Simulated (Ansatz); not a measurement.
# What CdInCl3 (model cell, started as cubic perovskite with Cd in the octahedra) distorts into

Wanted: the energy along a soft mode of CdInCl3 (model cell, started as cubic perovskite with Cd in the octahedra) and the structure at the end.

Main program and level: Ansatz 0.2.0; DFT PBEsol, scalar-relativistic, plane waves, PAW; PAW set soft_1.

The structure was built from a prototype and need not be the compound's stable phase.

## 1. Set-up

It takes space group Pm-3m (No. 221, cubic). The conventional cell has a = 5.124 Å, b = 5.124 Å, c = 5.124 Å, α = 90.00°, β = 90.00°, γ = 90.00°. Nearest to In lie 12 Cl at 3.62 Å. Nearest to Cd lie 6 Cl at 2.56 Å. Nearest to Cl lie 2 Cd at 2.56 Å. Farther neighbours and most contacts between anions are not listed.

## 2. Response at finite wavevector

The cell comes from relaxations at this level that are not shown. Stability and thermal properties need the whole zone. Linear response on a 2×2×2 q mesh gives force constants as far as a supercell of that size would, and the tensors from the zone-centre run are typed in so that the long-range dipole term is interpolated apart.

Input file input.yaml:

```yaml
crystal:
  lattice:
    - [5.1238010624, 0.0, 0.0]
    - [0.0, 5.1238010624, 0.0]
    - [0.0, 0.0, 5.1238010624]
  atoms:
    - { symbol: In, position: [0.0, 0.0, 0.0] }
    - { symbol: Cd, position: [0.5, 0.5, 0.5] }
    - { symbol: Cl, position: [0.5, 0.5, 0.0] }
    - { symbol: Cl, position: [0.5, 0.0, 0.5] }
    - { symbol: Cl, position: [0.0, 0.5, 0.5] }
kpoints:
  mp_grid: { grid: [6, 6, 6] }
hamiltonian:
  xc: pbesol
  pseudopotentials: { kind: paw, azcp: { folder: soft_1 }, xc_functional: pbe }
scf:
  occupations: { method: fixed }
output:
  eigenvalues: true
phonons:
  method: dfpt
  qmesh: [2, 2, 2]
  temperatures: { t_max: 1000, t_step: 50 }
  qpath:
    path:
      - [[0.0, 0.0, 0.0], [0.0, 0.5, 0.0], [0.5, 0.5, 0.0], [0.0, 0.0, 0.0], [0.5, 0.5, 0.5], [0.0, 0.5, 0.0]]
      - [[0.5, 0.5, 0.5], [0.5, 0.5, 0.0]]
    npoints: 10
  non_analytic_term:
    high_frequency_dielectric_tensor: [[4.407, 0.0, 0.0], [0.0, 4.407, 0.0], [0.0, 0.0, 4.407]]
    born_effective_charges:
      - { species: In, tensor: [[1.9655, 0.0, 0.0], [0.0, 1.9655, 0.0], [0.0, 0.0, 1.9655]] }
      - { species: Cd, tensor: [[2.6902, 0.0, 0.0], [0.0, 2.6902, 0.0], [0.0, 0.0, 2.6902]] }
      - { species: Cl, tensor: [[-1.2486, 0.0, 0.0], [0.0, -1.2486, 0.0], [0.0, 0.0, -2.1585]] }
      - { species: Cl, tensor: [[-1.2486, 0.0, 0.0], [0.0, -2.1585, 0.0], [0.0, 0.0, -1.2486]] }
      - { species: Cl, tensor: [[-2.1585, 0.0, 0.0], [0.0, -1.2486, 0.0], [0.0, 0.0, -1.2486]] }
    source: "zone-centre run at this cell"
```

Run with:

```console
$ ansatz run input.yaml --threads 4 --pin off --max-ram 16384MiB --backend cpu --events-out ev --progress --plain --runs-dir out
```

Numbers of over 12 decimals in the logs are rounded to 6 here.

What it wrote:

```text
Engine: ansatz 0.2.0, aarch64-unknown-linux-gnu
Pseudopotentials: kind: paw
Pseudopotential: In, paw, valence charge 13, recommended cutoff 420 eV (normal), soft_1/In.paw.azcp
Pseudopotential: Cd, paw, valence charge 20, recommended cutoff 420 eV (normal), soft_1/Cd.paw.azcp
Pseudopotential: Cl, paw, valence charge 7, recommended cutoff 420 eV (normal), soft_1/Cl.paw.azcp
Functional definition: PBEsol
  exchange = pbesol_x
  correlation = pbesol_c
Crystal: 5 atoms, lattice volume = 134.517 Å³
Basis set: ecut = 420 eV, 2601 PW (Γ), exchange–correlation on 72×72×72 points (8 copies of the dense FFT grid, shifted against one another)
Bands: 33, of which v1, the nominal top of the filled ones, is band 27 counted from 1 (26 counted from 0)
Symmetry: 48 space group operations
k-points: 20 of 216
Non-local potential: In, projectors of the file, l = 0: 2, l = 1: 2, l = 2: 2, l = 3: 1
Non-local potential: Cd, projectors of the file, l = 0: 3, l = 1: 2, l = 2: 2, l = 3: 1
Non-local potential: Cl, projectors of the file, l = 0: 2, l = 1: 2, l = 2: 1
PAW form: soft (Blöchl's): semilocal exchange-correlation on the pseudo side does not see the compensation charge
PAW frozen core: In, regenerated for the run's functional, and the local potential with it (the file was generated under x = pbe(κ = 0.804, μ = 0.219515), c = pbe(β = 0.066725))
PAW frozen core: Cd, regenerated for the run's functional, and the local potential with it (the file was generated under x = pbe(κ = 0.804, μ = 0.219515), c = pbe(β = 0.066725))
PAW frozen core: Cl, regenerated for the run's functional, and the local potential with it (the file was generated under x = pbe(κ = 0.804, μ = 0.219515), c = pbe(β = 0.066725))
PAW one-centre angular grid: In, 590 points (default); XC on 64 Gauss nodes
PAW one-centre angular grid: Cd, 590 points (default); XC on 64 Gauss nodes
PAW one-centre angular grid: Cl, 110 points (default); XC on 64 Gauss nodes
Initial density: superposition of atomic densities (chi_scale 0.1, normalization cell, long waves kept (reshape's long-wave potential 0.01 eV rms))
Initial wavefunctions: pseudopotential atomic-orbital guess
Functional: x = pbesol(κ = 0.804, μ = 0.123457), c = pbesol(β = 0.046)
SCF iter   1: F=—  HF=-16897.999296 eV  |F-HF|=—  |Δ(HF+E_count)|=         —  Δρ=5.12e-2  dr2=3.92e0  ethr=3.10e-3  ⟨swp⟩=4.8  Hψ=2312  notcnv=0  defer=63
preconditioner: auto → Resta (q_TF=auto, 2.343 Å⁻¹)  ε∞=3.7  [insulator: Δε(μ)=1.014 eV  Ē_g=13.207 eV  n_scr=26 (ndim 8)  ℏωp=21.7 eV  f_vac=0.015  ε∞_Penn≈3.7]
SCF iter   2: F=—  HF=-16896.565171 eV  |F-HF|=—  |Δ(HF+E_count)|=    1.43e0  Δρ=1.33e-2  dr2=2.53e-1  ethr=3.10e-3  ⟨swp⟩=3.0  Hψ=1490  notcnv=0  defer=64
SCF iter   3: F=—  HF=-16896.486443 eV  |F-HF|=—  |Δ(HF+E_count)|=   7.87e-2  Δρ=5.45e-3  dr2=3.42e-2  ethr=4.68e-4  ⟨swp⟩=3.0  Hψ=1120  notcnv=0  defer=73
SCF iter   4: F=—  HF=-16896.478995 eV  |F-HF|=—  |Δ(HF+E_count)|=   7.45e-3  Δρ=9.59e-4  dr2=1.62e-3  ethr=6.34e-5  ⟨swp⟩=3.2  Hψ=1247  notcnv=0  defer=74
SCF iter   5: F=—  HF=-16896.479109 eV  |F-HF|=—  |Δ(HF+E_count)|=   1.14e-4  Δρ=3.32e-4  dr2=1.37e-4  ethr=3.00e-6  ⟨swp⟩=2.5  Hψ=1093  notcnv=0  defer=75
SCF iter   6: F=—  HF=-16896.479202 eV  |F-HF|=—  |Δ(HF+E_count)|=   9.29e-5  Δρ=7.50e-5  dr2=9.19e-6  ethr=2.54e-7  ⟨swp⟩=2.0  Hψ=985  notcnv=0  defer=74
SCF iter   7: F=—  HF=-16896.479212 eV  |F-HF|=—  |Δ(HF+E_count)|=   1.04e-5  Δρ=2.35e-5  dr2=8.93e-7  ethr=1.70e-8  ⟨swp⟩=2.0  Hψ=1081  notcnv=0  defer=52
SCF iter   8: F=—  HF=-16896.479211 eV  |F-HF|=—  |Δ(HF+E_count)|=   1.06e-6  Δρ=5.37e-6  dr2=7.53e-8  ethr=1.65e-9  ⟨swp⟩=2.0  Hψ=1020  notcnv=0  defer=39
SCF iter   9: F=—  HF=-16896.479211 eV  |F-HF|=—  |Δ(HF+E_count)|=   1.23e-7  Δρ=1.03e-6  dr2=1.69e-9  ethr=1.39e-10  ⟨swp⟩=2.0  Hψ=1049  notcnv=0  defer=39
SCF iter  10: F=—  HF=-16896.479211 eV  |F-HF|=—  |Δ(HF+E_count)|=   2.07e-9  Δρ=2.86e-7  dr2=8.68e-11  ethr=3.13e-12  ⟨swp⟩=2.0  Hψ=1039  notcnv=0  defer=39
SCF iter  11: F=—  HF=-16896.479211 eV  |F-HF|=—  |Δ(HF+E_count)|=  1.27e-10  Δρ=1.51e-7  dr2=2.48e-11  ethr=1.00e-12  ⟨swp⟩=15.5  Hψ=4491  notcnv=0
SCF iter  12: F=-16896.479211 eV  HF=-16896.479211 eV  |F-HF|=0.00e0  |Δ(HF+E_count)|=  1.46e-11  Δρ=1.54e-8  dr2=1.59e-13  ethr=1.00e-12  ⟨swp⟩=6.0  Hψ=2896  notcnv=0
SCF 1 converged in 12 iterations: F = -16896.479211 eV  dr2 = 1.59e-13
  greatest PAW one-centre occupation: 1.000 electrons in one spin orbital (limit 2), on the Cd atom at site 1 (counted from 0), in its partial waves of l = 0
NSCF: frozen V_eff on 20 k-points
NSCF: frozen V_eff on 64 k-points
DFPT response loops at q = (0, 0, 0) (fractional): preconditioner auto → Resta (q_TF=auto, 2.343 Å⁻¹)  ε∞=5.8 (no band partly filled); β = 1.00, the filter's whole step (`scf.mixing.beta` (0.50) is not read by the response loops at its default; to damp them type it under 1.00, their step now; it binds the ground state too); Broyden in place of MSR1
NSCF: frozen V_eff on 128 k-points
DFPT response loops at q = (0, 0, -0.5) (fractional): mixed as the last ones told, above
NSCF: frozen V_eff on 128 k-points
DFPT response loops at q = (0, -0.5, -0.5) (fractional): mixed as the last ones told, above
NSCF: frozen V_eff on 128 k-points
DFPT response loops at q = (-0.5, -0.5, -0.5) (fractional): mixed as the last ones told, above
SCF converged after 12 iterations
Free energy (F): -16896.479211 eV
Harris-Foulkes:  -16896.479211 eV  (|F-HF|=0.00e0)
Internal energy: -16896.479211 eV  (E = F + TS)
E sigma→0 (E₀):  -16896.479211 eV
Fermi energy:    3.915982 eV
--- Per-component energies (eV) ---
  E_band       = -666.048599
  E_kinetic    = 1109.343946
  E_local      = -6364.348256  (includes V_loc(G=0)·N_el)
  E_nonlocal   = 548.714932
  E_hartree    = 2753.442848
  E_xc         = -616.019419
  E_vxc        = -632.291173  (∫ρ·V_xc dr)
  E_paw        = -10087.037370  (= ΣΔE_a)
  E_vpaw       = -834.354566  (= ΣTr[D̂ρ^β])
  E_aug_tail   = 0.000832  (compensation charges beyond the density's cutoff)
  E_ewald      = -4241.389884
  E_core_change = 0.813161  (= ΣΔE_core)
  E_smearing   = -0.000000  (= −TS)
  E_closure    = -0.000000  (closes the sum)
  Σ components = -16896.479211   (vs F -16896.479211, Δ=0.00e0)
--- Band table (eV; the first three rows and the last of 20) ---
  k-point 0: bands = [... 23 lower, 2.8508, 2.9131, 2.9131, 2.9131, 5.7042, 9.7165, 9.7165, 9.7165, ... 2 higher]
  k-point 1: bands = [... 23 lower, 2.8115, 2.9085, 2.9085, 3.0922, 6.2750, 8.9593, 9.4883, 9.4883, ... 2 higher]
  k-point 2: bands = [... 23 lower, 2.7237, 2.9376, 2.9376, 3.5544, 7.5691, 7.9360, 9.1346, 9.1346, ... 2 higher]
  k-point 19: bands = [... 23 lower, 3.5251, 3.5251, 3.9160, 3.9160, 9.4618, 9.4618, 9.4618, 10.0811, ... 2 higher]
--- Phonons (Γ-DFPT): 4 representative perturbations + reference (Σ response iterations 12) ---
  ASR residual: 3.156e-5 → 0.000e0 eV/Å²; symmetrization residual: 1.941e-5 eV/Å²
  ASR residual per site (eV/Å²): 1.62e-5 3.16e-5 1.78e-5 1.78e-5 1.78e-5
  Γ frequencies (cm⁻¹): -56.45 -56.45 -56.45 0.00 0.00 0.00 36.14 36.14 36.14 53.22 53.22 53.22 265.25 265.25 265.25
--- Phonons (arbitrary-q DFPT): 4 irreducible q on the 2×2×2 mesh ---
  q = [0.0000, 0.0000, 0.0000] (star 1, of the zone-centre solve; hermiticity 5.05e-6, symmetrization 6.38e-12): -56.45 -56.45 -56.45 -0.00 0.00 0.00 36.14 36.14 36.14 53.22 53.22 53.22 265.25 265.25 265.25
  q = [0.0000, 0.0000, -0.5000] (star 3, 9 solved perturbations in 504 linear systems a pass and spin channel, the states on 64 of 216 k-point pairs; hermiticity 2.74e-6, symmetrization 1.76e-7): -41.23 -41.23 22.40 22.40 42.61 43.25 51.03 51.03 53.23 53.23 94.69 139.68 265.23 265.54 265.54
  q = [0.0000, -0.5000, -0.5000] (star 3, 9 solved perturbations in 504 linear systems a pass and spin channel, the states on 64 of 216 k-point pairs; hermiticity 5.72e-6, symmetrization 1.88e-9): -71.70 -46.82 -46.82 -27.96 52.08 52.08 54.39 65.86 65.86 111.01 137.72 137.72 168.99 265.82 293.80
  q = [-0.5000, -0.5000, -0.5000] (star 1, 4 solved perturbations in 184 linear systems a pass and spin channel, the states on 64 of 216 k-point pairs; hermiticity 2.02e-6, symmetrization 7.99e-9): -71.40 -71.40 -71.40 -42.89 -42.89 -42.89 93.21 93.21 93.21 139.11 139.11 139.11 168.30 168.30 312.87
  sum rule: each row above includes the acoustic sum rule's correction from the zone centre's row sums; it moved no ω² by more than (0.37 cm⁻¹)²
  mesh force constants: q→R imaginary residual 4.87e-18; ASR residual 3.156e-5 → 0.000e0 eV/Å²; symmetrization residual 1.066e-14 eV/Å²
  interpolated dispersion: 63 rows × 15 modes
  density of states and harmonic sums: on the 12×12×12 q-mesh, interpolated from the force constants of a 2×2×2 supercell (with the dipole–dipole term of supplied tensors)
  largest difference from the sums on the solved wave vectors: F 1.25e-1 eV, S 1.66e-4 and C_V 4.83e-5 eV/K
  zero-point energy: 0.083060 eV/cell   skipped modes (ω ≤ 0): 350, of them read as no rigid motion or as one in doubt: 347 (4.233e0 modes/cell left out, lowest -71.70 cm⁻¹)   left out of the sums: 2.82e-1 of the cell's modes: C_V's classical limit lies that fraction below 3 k_B per atom; for a crystal, a wire or a layer, F and S can be off by more, and a phonons.interpolated_qmesh denser along its periods is the remedy for the sampling
```

Elapsed: 2.2 min, on 4 threads of Arm Neoverse V2, shared host; peak memory 1.1 GiB; 8.5 min of CPU time.

Reading the cycles: dr2 is the Hartree energy of the density residual (eV), the measure of convergence; HF is the Harris–Foulkes estimate of the energy, which meets the free energy F at convergence.

This step gave:

* gap on the k-mesh: 1.788 eV
* volume per atom: 26.90 Å³
* sum-rule residual before enforcement: 3.16e-5 eV/Å²
* lowest frequency on the path: -71.70 cm⁻¹
* point group: m-3m
* highest frequency on the path or at a solved wavevector: 312.9 cm⁻¹
* highest optical mode at the zone centre (no LO-TO term): 265.2 cm⁻¹
* lowest optical zone-centre mode: -56.45 cm⁻¹
* lowest mode on the q mesh (acoustic modes at Γ apart): -71.7 cm⁻¹

Frequencies (cm⁻¹) solved at each irreducible wavevector; negative means imaginary. Frequencies by wavevector, by row:

| q in reciprocal lattice units | star | mode 1 | mode 2 | mode 3 | mode 4 | mode 13 | mode 14 | mode 15 |
| --- | --- | --- | --- | --- | --- | --- | --- | --- |
| 0 0 0 | 1 | -56.5 | -56.5 | -56.5 | 0 | 265.2 | 265.2 | 265.2 |
| 0 0 -0.5 | 3 | -41.2 | -41.2 | 22.4 | 22.4 | 265.2 | 265.5 | 265.5 |
| 0 -0.5 -0.5 | 3 | -71.7 | -46.8 | -46.8 | -28 | 169 | 265.8 | 293.8 |
| -0.5 -0.5 -0.5 | 1 | -71.4 | -71.4 | -71.4 | -42.9 | 168.3 | 168.3 | 312.9 |

Interpolated from a 2×2×2 q mesh, with the LO-TO term (at Γ the limit along the path; where Γ stands inside the path, tables give the limit on arrival). The phonon branches at the labelled points (cm⁻¹):

| point | branch 1 | branch 2 | branch 3 | branch 4 | branch 12 | branch 13 | branch 14 | branch 15 |
| --- | --- | --- | --- | --- | --- | --- | --- | --- |
| Γ | -56 | -56 | 0 | 0 | 106 | 265 | 265 | 290 |
| halfway | -50 | -50 | 19 | 19 | 113 | 265 | 265 | 280 |
| X | -41 | -41 | 22 | 22 | 140 | 265 | 266 | 266 |
| halfway | -59 | -36 | -35 | -34 | 139 | 210 | 266 | 292 |
| M | -72 | -47 | -47 | -28 | 138 | 169 | 266 | 294 |
| halfway | -57 | -43 | -27 | -19 | 116 | 232 | 266 | 294 |
| Γ | -56 | -56 | 0 | 0 | 106 | 265 | 265 | 290 |
| halfway | -53 | -53 | -40 | -22 | 116 | 230 | 230 | 307 |
| R | -71 | -71 | -71 | -43 | 139 | 168 | 168 | 313 |
| halfway | -57 | -56 | -40 | -37 | 139 | 201 | 230 | 308 |
| X | -41 | -41 | 22 | 22 | 140 | 265 | 266 | 266 |
| jump to R | -71 | -71 | -71 | -43 | 139 | 168 | 168 | 313 |
| halfway | -72 | -55 | -55 | -35 | 138 | 169 | 217 | 310 |
| M | -72 | -47 | -47 | -28 | 138 | 169 | 266 | 294 |

Symmetry leaves 4 wavevectors to solve. The lowest mode among them, the acoustic zeros apart, lies at q = (0, -0.5, -0.5) and is imaginary, 71.7i cm⁻¹, so the energy falls along it.

## 3. The mode frozen in, largest atomic shift 0 Å

The mode followed lies at q = (-0.5, -0.5, -0.5) with frequency 71.4i cm⁻¹ and is 3-fold degenerate, one of the unstable modes though not the softest. At small amplitude the distorted cell has space group no. 167 by a symmetry search on the positions. The undistorted cell that holds it gives the zero of energy on the same k mesh.

System of this step: CdInCl3 (model cell, started as cubic perovskite with Cd in the octahedra). The structure is cubic, space group Pm-3m (No. 221). Conventional cell: a = 5.124 Å, b = 5.124 Å, c = 5.124 Å, α = 90.00°, β = 90.00°, γ = 90.00°. Nearest to In lie 12 Cl at 3.62 Å. Nearest to Cd lie 6 Cl at 2.56 Å. Cl has 2 Cd at 2.56 Å nearest. Farther neighbours and most contacts between anions are not listed.

Input file input.yaml:

```yaml
crystal:
  lattice:
    - [5.1238010624, 5.1238010624, 0.0]
    - [5.1238010624, 0.0, 5.1238010624]
    - [5.1238010624, 0.0, -5.1238010624]
  atoms:
    - { symbol: In, position: [0.0, 0.0, 0.0] }
    - { symbol: In, position: [0.0, 0.5, 0.5] }
    - { symbol: Cd, position: [0.5, 0.25, 0.75] }
    - { symbol: Cd, position: [0.5, 0.75, 0.25] }
    - { symbol: Cl, position: [0.5, 0.5, 0.5] }
    - { symbol: Cl, position: [0.5, 0.0, 0.0] }
    - { symbol: Cl, position: [0.0, 0.0, 0.5] }
    - { symbol: Cl, position: [0.0, 0.5, 0.0] }
    - { symbol: Cl, position: [0.5, 0.5, 0.0] }
    - { symbol: Cl, position: [0.5, 0.0, 0.5] }
kpoints:
  mp_grid: { grid: [6, 6, 6] }
hamiltonian:
  xc: pbesol
  pseudopotentials: { kind: paw, azcp: { folder: soft_1 }, xc_functional: pbe }
scf:
  occupations: { method: gaussian, width: 0.02 }
output:
  forces: true
  stress: true
  eigenvalues: true
```

What it wrote:

```text
[...]
Crystal: 10 atoms, lattice volume = 269.034 Å³
Basis set: ecut = 420 eV, 5209 PW (Γ), exchange–correlation on 100×100×100 points (8 copies of the dense FFT grid, shifted against one another)
Bands: 65, of which v1, the nominal top of the filled ones, is band 54 counted from 1 (53 counted from 0)
Symmetry: 96 space group operations
[...]
k-points: 16 of 216
[...]
k-point 0: bands = [... 50 lower, 3.5251, 3.5251, 3.9160, 3.9160, 5.7042, 9.4618, 9.4618, 9.4618, ... 4 higher]
  k-point 1: bands = [... 50 lower, 3.4060, 3.4742, 3.7324, 3.7324, 6.1210, 8.9739, 9.1840, 9.3429, ... 4 higher]
  k-point 2: bands = [... 50 lower, 3.3401, 3.3708, 3.4885, 3.4885, 7.0454, 8.2354, 8.3193, 9.1680, ... 4 higher]
  k-point 15: bands = [... 50 lower, 3.3783, 3.5853, 3.7018, 3.7988, 7.7078, 8.2503, 8.4537, 8.6275, ... 4 higher]
[key lines of the parts left out:]
SCF converged after 9 iterations
Free energy (F): -33792.958438 eV
Fermi energy:    4.810174 eV
P = ⅓ Tr σ = -0.0029 GPa (-0.029 kbar)
```

It took 3.5 s on 4 threads; peak memory 0.79 GiB.

This step gave:

```
pressure                         : -0.002865 GPa
energy from the undistorted cell : 0 meV/atom
```

At this level the gap is 1.79 eV on the k-mesh of the self-consistent run, which can miss the band edges.

## 4. The mode frozen in, largest atomic shift 0.45 Å

The atoms are moved along the unstable eigenvector, the largest shift by 0.45 Å, with the cell fixed.

input.yaml, the sections that differ from step 3:

```yaml
crystal:
  lattice:
    - [5.1238010624, 5.1238010624, 0.0]
    - [5.1238010624, 0.0, 5.1238010624]
    - [5.1238010624, 0.0, -5.1238010624]
  atoms:
    - { symbol: In, position: [0.0, 0.0, 0.0] }
    - { symbol: In, position: [0.0, 0.5, 0.5] }
    - { symbol: Cd, position: [0.5, 0.25, 0.75] }
    - { symbol: Cd, position: [0.5, 0.75, 0.25] }
    - { symbol: Cl, position: [0.4378980472, 0.5, 0.5] }
    - { symbol: Cl, position: [0.5621019528, 0.0, 0.0] }
    - { symbol: Cl, position: [0.0, 0.0621019528, 0.5] }
    - { symbol: Cl, position: [0.0, 0.4378980472, 0.0] }
    - { symbol: Cl, position: [0.4378980472, 0.5621019528, 0.0] }
    - { symbol: Cl, position: [0.5621019528, -0.0621019528, 0.5] }
# kpoints, hamiltonian, scf, output: as in step 3
```

What it wrote:

```text
[...]
Crystal: 10 atoms, lattice volume = 269.034 Å³
Basis set: ecut = 420 eV, 5209 PW (Γ), exchange–correlation on 100×100×100 points (8 copies of the dense FFT grid, shifted against one another)
Bands: 65, of which v1, the nominal top of the filled ones, is band 54 counted from 1 (53 counted from 0)
Symmetry: 12 space group operations
[...]
k-points: 32 of 216
[...]
k-point 0: bands = [... 50 lower, 3.4031, 3.6234, 3.6308, 3.6308, 5.9599, 9.4620, 9.5703, 9.7829, ... 4 higher]
  k-point 1: bands = [... 50 lower, 3.4645, 3.4645, 3.7069, 3.7290, 6.2669, 9.0413, 9.0911, 9.5874, ... 4 higher]
  k-point 2: bands = [... 50 lower, 3.2468, 3.2468, 3.9904, 4.0381, 7.0348, 8.3307, 8.3848, 9.0213, ... 4 higher]
  k-point 31: bands = [... 50 lower, 3.2012, 3.2012, 4.0676, 4.0676, 8.0866, 8.0866, 8.3968, 8.3968, ... 4 higher]
[key lines of the parts left out:]
SCF converged after 9 iterations
Free energy (F): -33793.198521 eV
Fermi energy:    5.096167 eV
P = ⅓ Tr σ = -0.5788 GPa (-5.788 kbar)
```

It took 7.2 s on 4 threads; peak memory 0.92 GiB.

Numbers from this step:

- pressure: -0.5788 GPa
- gap on the k-mesh: 1.728 eV
- energy from the undistorted cell: -24.01 meV/atom

The energy, extrapolated to zero smearing, is -24.01 meV/atom against the undistorted cell.

The run ends at a pressure of -0.58 GPa, with forces up to 0.062 eV/Å.

## 5. Energy along the mode, all amplitudes (two of the runs are shown above)

An imaginary frequency means negative curvature, so the energy should fall and then rise again as anharmonic terms take over.

Numbers from this step:

```
depth at the lowest point sampled  : 24.01 meV/atom
largest atomic shift at that point : 0.45 Å
```

Energy from the parent against largest atomic shift:

| largest atomic shift (Å) | energy from the parent (meV/atom) |
| --- | --- |
| 0.000 | 0 |
| 0.040 | -0.318 |
| 0.080 | -1.26 |
| 0.140 | -3.75 |
| 0.220 | -8.68 |
| 0.320 | -16.1 |
| 0.450 | -24.0 |
| 0.600 | -21.5 |

Displacement at unit largest shift by atom:

| atom | x (Å) | y (Å) | z (Å) | size |
| --- | --- | --- | --- | --- |
| In1 | 0.000 | 0.000 | 0.000 | 0.000 |
| In2 | 0.000 | 0.000 | 0.000 | 0.000 |
| Cd3 | 0.000 | 0.000 | 0.000 | 0.000 |
| Cd4 | 0.000 | 0.000 | 0.000 | 0.000 |
| Cl5 | -0.707 | -0.707 | 0.000 | 1.000 |
| Cl6 | 0.707 | 0.707 | 0.000 | 1.000 |
| Cl7 | 0.707 | 0.000 | 0.707 | 1.000 |
| Cl8 | -0.707 | 0.000 | -0.707 | 1.000 |
| Cl9 | 0.000 | -0.707 | 0.707 | 1.000 |
| Cl10 | 0.000 | 0.707 | -0.707 | 1.000 |

The lowest of the steps tried is at 0.45 Å, 24.0 meV/atom below the parent; the bottom of the well need not coincide with a step.

(Continued in part 2 of 3.)

[Logs are printed without paths, hosts, clocks, repeated set-up lines and the standing remarks that a program may print on its own settings, such as how far it seeks lower states.]

[Hosts, paths, dates, database ids (printed as entryN), source tags and the programs' standing remarks are cut or masked in the printed files.]
